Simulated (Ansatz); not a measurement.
## Work function of Rh(100): what the settings cost and change

Aim: the work function of Rh(100) against thickness and vacuum, with the cost.

Program: Ansatz 0.2.0. Level of theory: plane-wave DFT, PBE, Ansatz PAW. Results are calculated unless marked as measured.

The experiments to compare with:

For Rh (clean (100) face, a compiled value), “Anisotropic work function of elemental crystals” (2019, arxiv:1902.07811) quotes earlier work: work function (clean (100) face, a compiled value) 5.3 eV.

## 1. Starting point

The cell holds 1 atom: 1 Rh. Its edges and angles: a = 2.687 Å, b = 2.687 Å, c = 18.000 Å, α = 90.0°, β = 90.0°, γ = 90.0°. Vacuum lies along c.

## 2. Slab, setting 1 layer

A work function rests on the faint tail of the density, so the SCF threshold is tight. The slab grows from one layer, at fixed mesh and 18 Å of vacuum; then the vacuum is varied on one slab.

input.yaml reads:

```yaml
crystal:
  lattice:
    - [2.6870057685, 0.0, 0.0]
    - [0.0, 2.6870057685, 0.0]
    - [0.0, 0.0, 18.0]
  atoms:
    - { symbol: Rh, position: [0.5, 0.5, 0.5] }
kpoints:
  mp_grid: { grid: [15, 15, 1] }
hamiltonian:
  xc: pbe
scf:
  occupations: { method: fermi_dirac, width: 0.1 }
  convergence: { dr2_threshold: 1.0e-09 }
efield:
  axis: 3
  dipole_correction: true
  ramp_position: 0.97
  ramp_width: 0.06
output:
  write_potential: true
  write_density: true
  volumetric_format: npy
  elf: true
```

Launch:

```bash
$ ansatz run input.yaml --threads 2 --pin off --max-ram 3072MiB --backend cpu --events-out ev --progress --plain --runs-dir out
```

Numbers of over 12 decimals in the logs are rounded to 6 here.

Log:

```text
Engine: ansatz 0.2.0, aarch64-unknown-linux-gnu
Pseudopotentials: kind: paw
Pseudopotential: Rh, paw, valence charge 17, recommended cutoff 420 eV (normal), Rh.paw.azcp
Functional definition: PBE
  parameter kappa = 0.804
  parameter beta = 0.066725
  exchange = pbe_x(kappa = kappa, mu = beta*pi^2/3)
  correlation = pbe_c(beta = beta)
Crystal: 1 atoms, lattice volume = 129.960 Å³
Basis set: ecut = 420 eV, 2561 PW (Γ)
Bands: 13, of which v1, the nominal top of the filled ones, is band 9 counted from 1 (8 counted from 0)
Symmetry: 8 space group operations
k-points: 36 of 225
Non-local potential: Rh, projectors of the file, l = 0: 3, l = 1: 2, l = 2: 2, l = 3: 1
PAW form: soft (Blöchl's): semilocal exchange-correlation on the pseudo side does not see the compensation charge
PAW one-centre angular grid: Rh, 590 points (default); XC on 64 Gauss nodes
Initial density: superposition of atomic densities (neutral atoms: chi_scale 0, normalization atom), corrected by the library's trained network
Initial wavefunctions: pseudopotential atomic-orbital guess
Functional: x = pbe(κ = 0.804, μ = 0.219515), c = pbe(β = 0.066725)
SCF iter   1: F=—  HF=-6400.609723 eV  |F-HF|=—  |Δ(HF+E_count)|=         —  Δρ=3.52e-3  dr2=1.10e-2  ethr=1.77e-3  p=0.000 e·Å  D=2.98e-15 V/Å  ΔV_dip=-0.00 eV  dr2_dipole=2.68e-13  V_vac-E_F(+/−)=5.55/5.55 eV  ⟨swp⟩=5.6  Hψ=2612  notcnv=0
efield: sawtooth ramp at fractional position 0.9700 (set: `efield.ramp_position`, or a place that a band, a saddle search or an elastic batch's reference lends), width 0.0600; the density the first Hamiltonian is built on has a dipole p = 0.000 e·Å; the dipole correction subtracts the counter field D = 2.98e-15 V/Å, which shifts the + side's vacuum level by -0.00 eV against the − side's; the planar-averaged density in the ramp window peaks in size at 1.0e-5 e/Å³
preconditioner: auto → LDOS  [metal: Δε(μ)=0.036 eV  Ē_g=7.063 eV  σ=0.100 eV  W_gap=0.09  n_scr=10 (ndim 8)  ℏωp=9.8 eV  f_vac=0.755  D(μ)=3.82/eV (n_scr^D=12)  β→1.0]
SCF iter   2: F=—  HF=-6400.609610 eV  |F-HF|=—  |Δ(HF+E_count)|=   1.13e-4  Δρ=2.55e-3  dr2=3.34e-3  ethr=6.49e-5  p=-0.000 e·Å  D=-1.18e-6 V/Å  ΔV_dip=0.00 eV  dr2_dipole=6.79e-12  V_vac-E_F(+/−)=5.62/5.62 eV  ⟨swp⟩=2.6  Hψ=1162  notcnv=0
SCF iter   3: F=—  HF=-6400.609314 eV  |F-HF|=—  |Δ(HF+E_count)|=   2.96e-4  Δρ=9.92e-4  dr2=5.27e-4  ethr=1.97e-5  p=-0.000 e·Å  D=-3.44e-7 V/Å  ΔV_dip=0.00 eV  dr2_dipole=3.39e-14  V_vac-E_F(+/−)=5.61/5.61 eV  ⟨swp⟩=2.5  Hψ=849  notcnv=0
SCF iter   4: F=—  HF=-6400.609286 eV  |F-HF|=—  |Δ(HF+E_count)|=   2.74e-5  Δρ=2.37e-4  dr2=1.09e-4  ethr=3.10e-6  p=-0.000 e·Å  D=-2.45e-7 V/Å  ΔV_dip=0.00 eV  dr2_dipole=1.17e-13  V_vac-E_F(+/−)=5.61/5.61 eV  ⟨swp⟩=1.0  Hψ=468  notcnv=0
SCF iter   5: F=—  HF=-6400.609277 eV  |F-HF|=—  |Δ(HF+E_count)|=   9.14e-6  Δρ=6.49e-5  dr2=4.47e-6  ethr=6.41e-7  p=-0.000 e·Å  D=-1.23e-7 V/Å  ΔV_dip=0.00 eV  dr2_dipole=6.06e-14  V_vac-E_F(+/−)=5.60/5.60 eV  ⟨swp⟩=2.4  Hψ=614  notcnv=0
SCF iter   6: F=—  HF=-6400.609281 eV  |F-HF|=—  |Δ(HF+E_count)|=   3.99e-6  Δρ=5.94e-6  dr2=7.16e-8  ethr=2.63e-8  p=-0.000 e·Å  D=-8.22e-9 V/Å  ΔV_dip=0.00 eV  dr2_dipole=5.99e-15  V_vac-E_F(+/−)=5.60/5.60 eV  ⟨swp⟩=2.4  Hψ=644  notcnv=0
SCF iter   7: F=—  HF=-6400.609283 eV  |F-HF|=—  |Δ(HF+E_count)|=   2.15e-6  Δρ=2.46e-6  dr2=5.95e-9  ethr=4.21e-10  p=-0.000 e·Å  D=-2.32e-8 V/Å  ΔV_dip=0.00 eV  dr2_dipole=9.19e-15  V_vac-E_F(+/−)=5.60/5.60 eV  ⟨swp⟩=2.2  Hψ=658  notcnv=0
SCF iter   8: F=-6400.609283 eV  HF=-6400.609283 eV  |F-HF|=2.09e-10  |Δ(HF+E_count)|=   1.02e-8  Δρ=2.14e-7  dr2=5.60e-11  ethr=5.88e-12  p=0.000 e·Å  D=1.04e-8 V/Å  ΔV_dip=-0.00 eV  dr2_dipole=6.95e-15  V_vac-E_F(+/−)=5.60/5.60 eV  ⟨swp⟩=5.9  Hψ=1601  notcnv=0
SCF 1 converged in 8 iterations: F = -6400.609283 eV  dr2 = 5.60e-11
  greatest PAW one-centre occupation: 1.000 electrons in one spin orbital (limit 2), on the Rh atom at site 0 (counted from 0), in its partial waves of l = 0
WARN: The output density's exchange-correlation potential varies sharply where the density is thin. Do not read a vacuum level from v_tot or v_xc, or from such a field of the output density. On a cell that repeats whose density bears no net charge and no dipole along the vacuum's axis use v_es (v_loc + v_h of the components); under efield.dipole_correction with no amplitude use v_es + v_field, which holds any externa [...]
SCF converged after 8 iterations
Free energy (F): -6400.609283 eV
Harris-Foulkes:  -6400.609283 eV  (|F-HF|=2.09e-10)
Internal energy: -6400.486085 eV  (E = F + TS)
E sigma→0 (E₀):  -6400.547684 eV
Entropy (-TS):   -0.123199 eV (-123.199 meV/atom)
Fermi energy:    -2.608161 eV
Dipole field:    D = -0.000000 V/Å  (p = -0.000000 e·Å, saw-weighted, corrected)
Work function:   Φ+ = 5.5953 eV   Φ− = 5.5953 eV
Levels:          The Fermi level and band energies are counted from a zero that moves with the ramp; work functions are not
--- Per-component energies (eV) ---
  E_band       = -486.647074
  E_kinetic    = 568.850856
  E_local      = -11000.439223  (includes V_loc(G=0)·N_el)
  E_nonlocal   = 359.277849
  E_hartree    = 5066.032073
  E_xc         = -217.594029
  E_vxc        = -272.544425  (∫ρ·V_xc dr)
  E_paw        = -3588.646590  (= ΣΔE_a)
  E_vpaw       = -273.857169  (= ΣTr[D̂ρ^β])
  E_aug_tail   = 0.000879  (compensation charges beyond the density's cutoff)
  E_efield     = 0.000000  (sawtooth field / dipole correction)
  E_vefield    = 0.000000  (∫n·V_field dr)
  E_ewald      = 2412.032099
  E_smearing   = -0.123199  (= −TS)
  E_closure    = 0.000000  (closes the sum)
  Σ components = -6400.609283   (vs F -6400.609283, Δ=0.00e0)
--- Band table (eV; the first three rows and the last of 36) ---
  k-point 0: bands = [... 5 lower, -6.1867, -3.8090, -2.4567, -2.4567, -1.8851, -0.5948, 2.6617, 3.2624]
  k-point 1: bands = [... 5 lower, -6.1064, -3.7699, -2.6709, -2.4472, -1.9592, -0.3649, 2.7509, 3.3636]
  k-point 2: bands = [... 5 lower, -5.7753, -3.6550, -3.1339, -2.4204, -2.1629, 0.1622, 3.0186, 3.6633]
  k-point 35: bands = [... 5 lower, -4.3034, -4.2874, -2.5401, -0.8363, 4.4920, 5.0706, 9.0990, 9.6249]
```

Elapsed: 9.4 s, on 2 threads of Arm Neoverse N1, shared host; peak memory 0.39 GiB; 16 s of CPU time.

In the SCF lines HF is the Harris–Foulkes energy and dr2 the Hartree energy of the density residual, in eV; the loop may stop once dr2 is under the threshold and the program's other checks hold. Hψ counts applications of the Hamiltonian.

Numbers from this step:

```
energy at zero smearing   : -6400.5477 eV
work function, upper face : 5.595 eV
```

Running mean over 1.9 Å of the planar mean; the ramp of the sawtooth is left out. Table of electron's electrostatic potential energy less the Fermi level by z:

z (Å), electron's electrostatic potential energy less the Fermi level (eV) and a bar from the least value:
```
     2.88        5.6 ##############################
     3.17        5.6 ##############################
     3.60        5.6 ##############################
     3.89        5.6 ##############################
     4.18        5.6 ##############################
     4.46        5.6 ##############################
     4.90        5.6 ##############################
     5.18        5.6 ##############################
     5.47        5.6 ##############################
     5.90        5.6 ##############################
     6.19        5.5 ##############################
     6.48        5.4 ##############################
     6.91        5.1 #############################
     7.20        4.4 ############################
     7.49        2.9 #########################
     7.78       -0.1 ####################
     8.21       -6.1 #########
     8.50       -9.5 ###
     8.78      -11.3 
     9.22      -11.3 
     9.50       -9.5 ###
     9.79       -6.1 #########
    10.22       -0.1 ####################
    10.51        2.9 #########################
    10.80        4.4 ############################
    11.09        5.1 #############################
    11.52        5.4 ##############################
    11.81        5.5 ##############################
    12.10        5.6 ##############################
    12.53        5.6 ##############################
    12.82        5.6 ##############################
    13.10        5.6 ##############################
    13.54        5.6 ##############################
    13.82        5.6 ##############################
    14.11        5.6 ##############################
    14.40        5.6 ##############################
    14.83        5.6 ##############################
    15.12        5.6 ##############################
```

Electrostatic potential energy in the ca plane at fractional y = 0.500, with atoms of Rh within 0.2 Å of it. With pseudopotentials it is smooth inside the atoms' cores, unlike the true potential.

Ten even steps from '0' (-49 eV) to '9' (3 eV), each cell a mean:
```
99999999999999999999877899999999999999999999
99999999999999999999732589999999999999999999
99999999999999999998300079999999999999999999
99999999999999999998100059999999999999999999
99999999999999999998200069999999999999999999
99999999999999999998510279999999999999999999
99999999999999999999865799999999999999999999
99999999999999999999988899999999999999999999
```
Columns run along c (18.0 Å; values clipped at the 3rd and 97th percentile), rows up along a (2.7 Å). Atoms in or near the plane, at fractional coordinates: Rh at (0.50, 0.50).

Valence density in the ca plane at fractional y = 0.500, with atoms of Rh within 0.2 Å of it. It is the smooth field of the valence electrons, not physical close to the nuclei.

Values in units of 1e0 e/Å³, 5 rows by 16 columns, each cell a mean:
```
0.0 0.0 0.0 0.0 0.0 0.0 0.0 0.5 0.6 0.0 0.0 0.0 0.0 0.0 0.0 0.0
0.0 0.0 0.0 0.0 0.0 0.0 0.0 3.0 4.5 0.1 0.0 0.0 0.0 0.0 0.0 0.0
0.0 0.0 0.0 0.0 0.0 0.0 0.1 5.0 7.3 0.1 0.0 0.0 0.0 0.0 0.0 0.0
0.0 0.0 0.0 0.0 0.0 0.0 0.0 1.7 2.6 0.1 0.0 0.0 0.0 0.0 0.0 0.0
0.0 0.0 0.0 0.0 0.0 0.0 0.0 0.3 0.3 0.0 0.0 0.0 0.0 0.0 0.0 0.0
```
Columns run along c (18.0 Å), rows up along a (2.7 Å). Atoms in or near the plane, at fractional coordinates: Rh at (0.50, 0.50).

ELF in the ca plane at fractional y = 0.500, with atoms of Rh within 0.2 Å of it. It is the smooth field of the valence electrons, not physical close to the nuclei.

Values, 5 rows by 16 columns, each cell a mean:
```
0.00 0.00 0.00 0.00 0.00 0.01 0.11 0.25 0.28 0.13 0.02 0.00 0.00 0.00 0.00 0.00
0.00 0.00 0.00 0.00 0.00 0.02 0.14 0.48 0.56 0.17 0.03 0.00 0.00 0.00 0.00 0.00
0.00 0.00 0.00 0.00 0.00 0.02 0.15 0.57 0.66 0.19 0.04 0.00 0.00 0.00 0.00 0.00
0.00 0.00 0.00 0.00 0.00 0.02 0.12 0.39 0.46 0.15 0.03 0.00 0.00 0.00 0.00 0.00
0.00 0.00 0.00 0.00 0.00 0.01 0.10 0.23 0.24 0.13 0.02 0.00 0.00 0.00 0.00 0.00
```
Columns run along c (18.0 Å), rows up along a (2.7 Å). Atoms in or near the plane, at fractional coordinates: Rh at (0.50, 0.50).

The work function is 5.595 eV.

## 3. Slab, 2 atoms

System of this step: Rh(100). The cell holds 2 atoms: 2 Rh. Cell: a = 2.687 Å, b = 2.687 Å, c = 19.900 Å, α = 90.0°, β = 90.0°, γ = 90.0°. Vacuum lies along c.

input.yaml, the sections that differ from step 2:

```yaml
crystal:
  lattice:
    - [2.6870057685, 0.0, 0.0]
    - [0.0, 2.6870057685, 0.0]
    - [0.0, 0.0, 19.9]
  atoms:
    - { symbol: Rh, position: [0.5, 0.5, 0.4522613065] }
    - { symbol: Rh, position: [0.0, 0.0, 0.5477386935] }
output:
  write_potential: true
  write_density: true
  volumetric_format: npy
# kpoints, hamiltonian, scf, efield: as in step 2
```

Log:

```text
[...]
Crystal: 2 atoms, lattice volume = 143.678 Å³
Basis set: ecut = 420 eV, 2823 PW (Γ)
Bands: 21, of which v1, the nominal top of the filled ones, is band 17 counted from 1 (16 counted from 0)
Symmetry: 8 space group operations
k-points: 36 of 225
[...]
k-point 0: bands = [... 13 lower, -1.3821, -1.1840, -0.3653, 0.0919, 0.6778, 0.6778, 0.8632, 2.2489]
  k-point 1: bands = [... 13 lower, -1.3727, -1.1700, -0.1571, -0.0333, 0.3502, 0.7319, 0.7960, 2.6111]
  k-point 2: bands = [... 13 lower, -1.3517, -1.1444, -0.3132, -0.2083, 0.2782, 0.6220, 0.8115, 3.3075]
  k-point 35: bands = [... 13 lower, -0.5921, 0.1446, 0.1551, 1.5066, 1.6079, 5.6719, 6.2025, 9.7992]
[key lines of the parts left out:]
SCF converged after 10 iterations
Free energy (F): -12803.612286 eV
Fermi energy:    0.144892 eV
Dipole field:    D = 0.000002 V/Å  (p = 0.000002 e·Å, saw-weighted, corrected)
Work function:   Φ+ = 5.1251 eV   Φ− = 5.1252 eV
```

Run time: 16 s. Hardware: 2 threads; peak memory 0.39 GiB.

The work function is 5.125 eV, -0.470 eV from the run “1 layer”, at 1.8 times its CPU time.

## 4. Run, 3 atoms

System of this step: Rh(100). The cell holds 3 atoms: 3 Rh. Its edges and angles: a = 2.687 Å, b = 2.687 Å, c = 21.800 Å, α = 90.0°, β = 90.0°, γ = 90.0°. Vacuum lies along c.

input.yaml, the sections that differ from step 3:

```yaml
crystal:
  lattice:
    - [2.6870057685, 0.0, 0.0]
    - [0.0, 2.6870057685, 0.0]
    - [0.0, 0.0, 21.8]
  atoms:
    - { symbol: Rh, position: [0.0, 0.0, 0.4128440367] }
    - { symbol: Rh, position: [0.5, 0.5, 0.5] }
    - { symbol: Rh, position: [0.0, 0.0, 0.5871559633] }
# kpoints, hamiltonian, scf, efield, output: as in step 3
```

Log:

```text
[...]
Crystal: 3 atoms, lattice volume = 157.396 Å³
Basis set: ecut = 420 eV, 3109 PW (Γ)
Bands: 31, of which v1, the nominal top of the filled ones, is band 26 counted from 1 (25 counted from 0)
Symmetry: 8 space group operations
k-points: 36 of 225
[...]
k-point 0: bands = [... 22 lower, 1.5472, 1.5472, 1.6296, 2.4903, 2.5217, 2.8688, 2.8763, 2.8763, ... 1 higher]
  k-point 1: bands = [... 22 lower, 1.2777, 1.3074, 1.8008, 2.3875, 2.4844, 2.7986, 2.8261, 2.9388, ... 1 higher]
  k-point 2: bands = [... 22 lower, 0.9827, 1.1137, 1.9063, 1.9076, 2.1314, 2.6385, 3.0003, 3.4327, ... 1 higher]
  k-point 35: bands = [... 22 lower, 2.1701, 2.4791, 3.0908, 3.5868, 3.6583, 6.9545, 7.4791, 10.2420, ... 1 higher]
[key lines of the parts left out:]
SCF converged after 10 iterations
Free energy (F): -19206.599143 eV
Fermi energy:    2.201196 eV
Dipole field:    D = -0.000000 V/Å  (p = -0.000000 e·Å, saw-weighted, corrected)
Work function:   Φ+ = 4.9767 eV   Φ− = 4.9767 eV
```

Wall time 26 s (2 threads); peak memory 0.45 GiB.

The work function is 4.977 eV, -0.148 eV from the run “2 layers”, at 1.6 times its CPU time.

## 5. Run, 4 atoms

System of this step: Rh(100). The cell holds 4 atoms: 4 Rh. Its edges and angles: a = 2.687 Å, b = 2.687 Å, c = 23.700 Å, α = 90.0°, β = 90.0°, γ = 90.0°. Vacuum lies along c.

input.yaml, the sections that differ from step 4:

```yaml
crystal:
  lattice:
    - [2.6870057685, 0.0, 0.0]
    - [0.0, 2.6870057685, 0.0]
    - [0.0, 0.0, 23.7]
  atoms:
    - { symbol: Rh, position: [0.5, 0.5, 0.3797468354] }
    - { symbol: Rh, position: [0.0, 0.0, 0.4599156118] }
    - { symbol: Rh, position: [0.5, 0.5, 0.5400843882] }
    - { symbol: Rh, position: [0.0, 0.0, 0.6202531646] }
# kpoints, hamiltonian, scf, efield, output: as in step 4
```

Log:

```text
[...]
Crystal: 4 atoms, lattice volume = 171.114 Å³
Basis set: ecut = 420 eV, 3379 PW (Γ)
Bands: 41, of which v1, the nominal top of the filled ones, is band 34 counted from 1 (33 counted from 0)
Symmetry: 8 space group operations
k-points: 36 of 225
[...]
k-point 0: bands = [... 30 lower, 2.6611, 3.0011, 3.5890, 3.6178, 3.6178, 4.2215, 4.4048, 4.5240, ... 3 higher]
  k-point 1: bands = [... 30 lower, 2.9769, 3.0049, 3.2866, 3.2902, 3.8464, 4.0989, 4.1154, 4.3341, ... 3 higher]
  k-point 2: bands = [... 30 lower, 2.9036, 2.9350, 2.9870, 3.0730, 3.8124, 3.8869, 3.9109, 4.2331, ... 3 higher]
  k-point 35: bands = [... 30 lower, 4.0230, 4.0440, 4.6152, 4.6834, 5.1649, 5.2165, 8.0932, 8.6197, ... 3 higher]
[key lines of the parts left out:]
SCF converged after 10 iterations
Free energy (F): -25609.443085 eV
Fermi energy:    3.754195 eV
Dipole field:    D = 0.000001 V/Å  (p = 0.000001 e·Å, saw-weighted, corrected)
Work function:   Φ+ = 5.0772 eV   Φ− = 5.0773 eV
```

The job ended after 37 s (2 threads; peak memory 0.5 GiB).

The work function is 5.077 eV, +0.101 eV from the run “3 layers”, at 1.5 times its CPU time.

## 6. Run, 5 atoms

System of this step: Rh(100). The cell holds 5 atoms: 5 Rh. Its edges and angles: a = 2.687 Å, b = 2.687 Å, c = 25.600 Å, α = 90.0°, β = 90.0°, γ = 90.0°. Vacuum lies along c.

input.yaml, the sections that differ from step 5:

```yaml
crystal:
  lattice:
    - [2.6870057685, 0.0, 0.0]
    - [0.0, 2.6870057685, 0.0]
    - [0.0, 0.0, 25.6]
  atoms:
    - { symbol: Rh, position: [0.0, 0.0, 0.3515625] }
    - { symbol: Rh, position: [0.5, 0.5, 0.42578125] }
    - { symbol: Rh, position: [0.0, 0.0, 0.5] }
    - { symbol: Rh, position: [0.5, 0.5, 0.57421875] }
    - { symbol: Rh, position: [0.0, 0.0, 0.6484375] }
# kpoints, hamiltonian, scf, efield, output: as in step 5
```

Log:

```text
[...]
Crystal: 5 atoms, lattice volume = 184.832 Å³
Basis set: ecut = 420 eV, 3657 PW (Γ)
Bands: 51, of which v1, the nominal top of the filled ones, is band 43 counted from 1 (42 counted from 0)
Symmetry: 8 space group operations
k-points: 36 of 225
[...]
k-point 0: bands = [... 39 lower, 4.3007, 4.6598, 4.7048, 5.2100, 5.2897, 5.2897, 5.6644, 5.7736, ... 4 higher]
  k-point 1: bands = [... 39 lower, 4.2707, 4.7804, 4.9318, 4.9329, 5.0474, 5.4880, 5.5535, 5.5670, ... 4 higher]
  k-point 2: bands = [... 39 lower, 4.1658, 4.6015, 4.6126, 4.6404, 4.8302, 5.3903, 5.4185, 5.7240, ... 4 higher]
  k-point 35: bands = [... 39 lower, 5.5260, 5.9822, 6.0669, 6.0791, 6.5509, 6.5899, 9.1950, 9.7268, ... 4 higher]
[key lines of the parts left out:]
SCF converged after 10 iterations
Free energy (F): -32012.363652 eV
Fermi energy:    5.149134 eV
Dipole field:    D = 0.000000 V/Å  (p = 0.000000 e·Å, saw-weighted, corrected)
Work function:   Φ+ = 5.0733 eV   Φ− = 5.0733 eV
```

Run time: 54 s. Hardware: 2 threads; peak memory 0.58 GiB.

The work function is 5.073 eV, -0.004 eV from the run “4 layers”, at 1.4 times its CPU time.

## 7. Slab, 6 atoms

System of this step: Rh(100). The cell holds 6 atoms: 6 Rh. Cell: a = 2.687 Å, b = 2.687 Å, c = 27.500 Å, α = 90.0°, β = 90.0°, γ = 90.0°. Vacuum lies along c.

input.yaml, the sections that differ from step 6:

```yaml
crystal:
  lattice:
    - [2.6870057685, 0.0, 0.0]
    - [0.0, 2.6870057685, 0.0]
    - [0.0, 0.0, 27.5]
  atoms:
    - { symbol: Rh, position: [0.5, 0.5, 0.3272727273] }
    - { symbol: Rh, position: [0.0, 0.0, 0.3963636364] }
    - { symbol: Rh, position: [0.5, 0.5, 0.4654545455] }
    - { symbol: Rh, position: [0.0, 0.0, 0.5345454545] }
    - { symbol: Rh, position: [0.5, 0.5, 0.6036363636] }
    - { symbol: Rh, position: [0.0, 0.0, 0.6727272727] }
# kpoints, hamiltonian, scf, efield, output: as in step 6
```

Log:

```text
[...]
Crystal: 6 atoms, lattice volume = 198.550 Å³
Basis set: ecut = 420 eV, 3935 PW (Γ)
Bands: 62, of which v1, the nominal top of the filled ones, is band 51 counted from 1 (50 counted from 0)
Symmetry: 8 space group operations
k-points: 36 of 225
[...]
k-point 0: bands = [... 47 lower, 5.7444, 5.8127, 5.8127, 6.1437, 6.4049, 6.5580, 6.6794, 6.6794, ... 7 higher]
  k-point 1: bands = [... 47 lower, 5.4094, 5.6182, 5.7582, 6.2755, 6.3077, 6.3115, 6.6157, 6.7998, ... 7 higher]
  k-point 2: bands = [... 47 lower, 5.4057, 5.4368, 5.6901, 5.9047, 6.0522, 6.2433, 6.3163, 6.6546, ... 7 higher]
  k-point 35: bands = [... 47 lower, 6.7293, 7.1679, 7.2633, 7.2733, 7.2813, 7.7609, 7.7907, 10.2009, ... 7 higher]
[key lines of the parts left out:]
SCF converged after 10 iterations
Free energy (F): -38415.274660 eV
Fermi energy:    6.352684 eV
Dipole field:    D = -0.000002 V/Å  (p = -0.000002 e·Å, saw-weighted, corrected)
Work function:   Φ+ = 5.0612 eV   Φ− = 5.0611 eV
```

The job ended after 76 s (2 threads; peak memory 0.69 GiB).

The work function is 5.061 eV, -0.012 eV from the run “5 layers”, at 1.4 times its CPU time.

[end of part 1 of 2]

[Logs are printed without paths, hosts, clocks, repeated set-up lines and the standing remarks that a program may print on its own settings, such as how far it seeks lower states.]

[Hosts, paths, dates, database ids (printed as entryN), source tags and the programs' standing remarks are cut or masked in the printed files.]

[Maps of the electrostatic potential energy from Ansatz leave out the sawtooth potential of an applied field or a dipole correction, so their vacuum need not be flat; planar profiles and work functions include it.]
